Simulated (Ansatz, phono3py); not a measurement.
# Scattering channels in NaCl (Fm-3m), one at a time, part 5 of 5

Wanted: the sensitivity of κ of NaCl to the choices of the transport step.

Experimental results on record:
- thermal conductivity 7.1 W/m/K near room temperature (given in “Combining the AFLOW GIBBS and Elastic Libraries to efficiently and robustly screen thermo-mechanical properties of solids”, 2017, arXiv:1611.05714)
- thermal conductivity 7.1 W/m/K near room temperature (given in “Predicting the lattice thermal conductivity of solids by solving the Boltzmann transport equation: AFLOW - AAPL an automated, accurate and efficient framework”, 2017, arXiv:1611.05481)

phono3py 4.10.0; DFT PBEsol, scalar-relativistic, plane waves, PAW; phono3py on Ansatz's force constants.

So far, κ at 300 K (W/m/K): step 2 (relaxation-time solution) 7.46; step 18 (Gaussian smearing, third order supercell 3×3×3, supercell 6×6×6 (run 2)) 7.34; step 20 (without the dipole term, third order supercell 3×3×3, supercell 6×6×6) 7.50; step 21 (a changed mass, third order supercell 3×3×3, supercell 6×6×6) 4.73; step 22 (mass disorder, third order supercell 3×3×3, supercell 6×6×6) 3.48.

The database entry behind the starting cell differs from later determinations by our own check (an axis about 0.4 % short against later determinations), so it need not match the best structure at ambient conditions.

## 23. An input with a fault, third order supercell 3×3×3, supercell 6×6×6

This input was changed on purpose, to see how the program answers.

File phono3py.yaml:

```yaml
phono3py:
  version: "4.10.0"
  frequency_unit_conversion_factor: 15.633302
  symmetry_tolerance: 1.00000e-05

physical_unit:
  atomic_mass: "AMU"
  length: "angstrom"

space_group:
  type: "Fm-3m"
  number: 225
  Hall_symbol: "-F 4 2 3"

primitive_matrix:
- [  1.000000000000000,  0.000000000000000,  0.000000000000000 ]
- [  0.000000000000000,  1.000000000000000,  0.000000000000000 ]
- [  0.000000000000000,  0.000000000000000,  1.000000000000000 ]

supercell_matrix:
- [   3,   0,   0 ]
- [   0,   3,   0 ]
- [   0,   0,   3 ]

# [primitive_cell block left out]
unit_cell:
  lattice:
  - [     0.000000000000000,     2.800952438200000,     2.800952438200000 ] # a
  - [     2.800952438200000,     0.000000000000000,     2.800952438200000 ] # b
  - [     2.800952438200000,     2.800952438200000,     0.000000000000000 ] # c
  points:
  - symbol: Na # 1
    coordinates: [  0.000000000000000,  0.000000000000000,  0.000000000000000 ]
    mass: 22.989769
    reduced_to: 1
  - symbol: Cl # 2
    coordinates: [  0.500000000000000,  0.500000000000000,  0.500000000000000 ]
    mass: 35.450000
    reduced_to: 2

# [supercell block left out]
phonon_supercell_matrix:
- [   6,   0,   0 ]
- [   0,   6,   0 ]
- [   0,   0,   6 ]

# [phonon_primitive_cell block left out]
# [phonon_supercell block left out]
nac:
  born_effective_charge:
  - # 1 (Na)
    - [  1.091798810999671,  0.000000000000000,  0.000000000000000 ]
    - [  0.000000000000000,  1.091798810999671,  0.000000000000000 ]
    - [  0.000000000000000,  0.000000000000000,  1.091798810999671 ]
  - # 2 (Cl)
    - [ -1.091798810999671,  0.000000000000000,  0.000000000000000 ]
    - [  0.000000000000000, -1.091798810999671,  0.000000000000000 ]
    - [  0.000000000000000,  0.000000000000000, -1.091798810999671 ]
  dielectric_constant:
    - [  2.565012258734271,  0.000000000000000,  0.000000000000000 ]
    - [  0.000000000000000,  2.565012258734271,  0.000000000000000 ]
    - [  0.000000000000000,  0.000000000000000,  2.565012258734271 ]
  unit_conversion_factor: 14.399645
```

On the command line:

```sh
$ phono3py phono3py.yaml --mesh 9 9 9 --br --sigma 0.001 --ts 300
```

The log of the run:

```text
[banner, memory and clock lines left out]
Rust backend (phonors) using rayon (4 threads).
Running in phono3py.load mode.
Spglib version 2.8.0
----------------------------- General settings -----------------------------
Run mode: conductivity-RTA
HDF5 data compression filter: gzip
Crystal structure was read from "phono3py.yaml".
Supercell (dim): [3 3 3]
Phonon supercell (dim-fc2): [6 6 6]
Primitive matrix:
  [1. 0. 0.]
  [0. 1. 0.]
  [0. 0. 1.]
Spacegroup: Fm-3m (225)
Use -v option to watch primitive cell, unit cell, and supercell structures.
NAC parameters were read from "phono3py.yaml".
fc3 was read from "fc3.hdf5".
fc2 was read from "fc2.hdf5".
----------------------------- Force constants ------------------------------
Max drift of fc3: 0.00000000 (xxx) 0.00000000 (xxx) 0.00000000 (xxx)
Max drift of fc2: -0.00000000 (zz) -0.00000000 (zz)
--------------------------- Calculation settings ---------------------------
Non-analytical term correction (NAC): True
NAC unit conversion factor:  14.39964
BZ integration: Smearing=0.001
Temperature:  300.0
Cutoff frequency: 0.01
Mesh sampling: [ 9 9 9 ]
Generating grid system ... [ 9 9 9 ]
fc3-r2q-transformation over three atoms: True
--------------------------- Phonon calculations ----------------------------
  PRB 50, 13035(R) (1994), PRB 55, 10355 (1997)
  G-cutoff distance: 1.18, Number of G-points: 307, Lambda: 0.20
Running harmonic phonon calculations...
-------------------- Lattice thermal conductivity (RTA) --------------------
Running heat capacity calculations...
Running velocity calculations...
======================= Grid point 0 (1/35) =======================
q-point: ( 0.00  0.00  0.00)
Boundary mean free path (millimeter): 1000.000
Number of triplets: 35
Frequency     group velocity (x, y, z)     |gv|
   0.000   (   0.000    0.000    0.000)    0.000
   0.000   (   0.000    0.000    0.000)    0.000
   0.000   (   0.000    0.000    0.000)    0.000
   4.988   (   0.000    0.000    0.000)    0.000
   4.988   (   0.000    0.000    0.000)    0.000
   4.988   (   0.000    0.000    0.000)    0.000
======================= Grid point 1 (2/35) =======================
q-point: ( 0.11  0.00  0.00)
Boundary mean free path (millimeter): 1000.000
Number of triplets: 85
Frequency     group velocity (x, y, z)     |gv|
   0.984   ( -16.162   16.162   16.162)   27.994
   0.984   ( -16.162   16.162   16.162)   27.994
   1.485   ( -24.437   24.437   24.437)   42.327
   4.934   (   1.708   -1.708   -1.708)    2.958
   4.934   (   1.708   -1.708   -1.708)    2.958
   7.570   (   2.382   -2.382   -2.382)    4.125
[32 grid points left out]
======================= Grid point 209 (35/35) =======================
q-point: ( 0.67  0.44  0.22)
Boundary mean free path (millimeter): 1000.000
Number of triplets: 205
Frequency     group velocity (x, y, z)     |gv|
   3.265   (  -0.000   14.453    3.122)   14.787
   3.591   (   0.000  -13.736   -2.389)   13.942
   3.953   (  -0.000   17.585    1.115)   17.620
   4.802   (   0.000  -10.842   -8.113)   13.541
   5.365   (   0.000    2.790    0.867)    2.922
   5.386   (  -0.000   -1.682    4.146)    4.475
=================== End of collection of collisions ===================
----------- Thermal conductivity (W/m-k) for sigma=0.001 -----------
#  T(K)        xx         yy         zz         yz         xz         xy
  300.0  45907940.269 45907940.269 45907940.269     -0.000      0.000      0.000

Thermal conductivity related properties and sigma 0.001
were written into "kappa-m999-s0.001.hdf5".
Summary of calculation was written in "phono3py.yaml".
```

Wall time 4.2 s (4 threads of Arm Neoverse V1, shared host); peak memory 0.25 GiB.

The run finished. A setting was moved off its sound value on purpose, so it serves as a test and not as the result.

The fault put into the input: a Gaussian far narrower than the mesh, no isotopes, with which κ at 300 K comes out at 4.6e7 W/(m K).

## 24. Outcome

| Property | Result |
| --- | --- |
| κ at 300 K, RTA, natural isotopes, mesh 19×19×19 | 7.46 W/m/K |
| κ at 300 K, RTA, pure, mesh 19×19×19 | 7.84 W/m/K |
| κ at 300 K, LBTE, mesh 13×13×13 | 8.84 W/m/K |
| κ at 300 K, with coherences, mesh 19×19×19 | 7.57 W/m/K |
| κ at 300 K, no dipole term, mesh 19×19×19 | 7.50 W/m/K |

What this shows: On these constants κ of NaCl at 300 K is 7.46 W/(m K) in the base run, by relaxation time; smearing and coherences move that between 7.34 and 7.57. The full solution gives 8.84 W/(m K) (phono3py, mesh 13×13×13). On the same constants and mesh Ansatz's figure, which includes its coherence part, and phono3py's, which doesn't, differ by up to 6.0 %; with phono3py's own coherence part added, which is defined differently, the largest difference is 0.072 %. The last step of the mesh series (23 to 29) moves κ at 300 K by -1.0 %, while the coarsest mesh gives 123 % of the densest value. Normal processes make 67 % of the three-phonon scattering at 300 K, weighting modes by their heat capacity. A boundary length of 1 µm leaves 97 % of κ at 300 K. A boundary length of 10 µm leaves 100 % of κ at 300 K. Scaling the mass of Na by 2 at fixed force constants, a model exercise, multiplies the isotope-free κ by 0.604. A mass variance of 0.03 on the Cl sites, typed in place of the natural one, gives 47 % of the base value. A measured thermal conductivity near room temperature is 7.1 W/m/K (arXiv:1611.05714); the calculated 8.84 W/m/K differs by +24 %. Four-phonon, defect and boundary scattering, which are left out, would lower the calculated value; thermal expansion is left out too.

[Logs are printed without paths, hosts, clocks, repeated set-up lines and the standing remarks that a program may print on its own settings, such as how far it seeks lower states.]

[Hosts, paths, dates, database ids (printed as entryN), source tags and the programs' standing remarks are cut or masked in the printed files.]

[A step with changed settings may run another functional than the one named; its input shows which.]
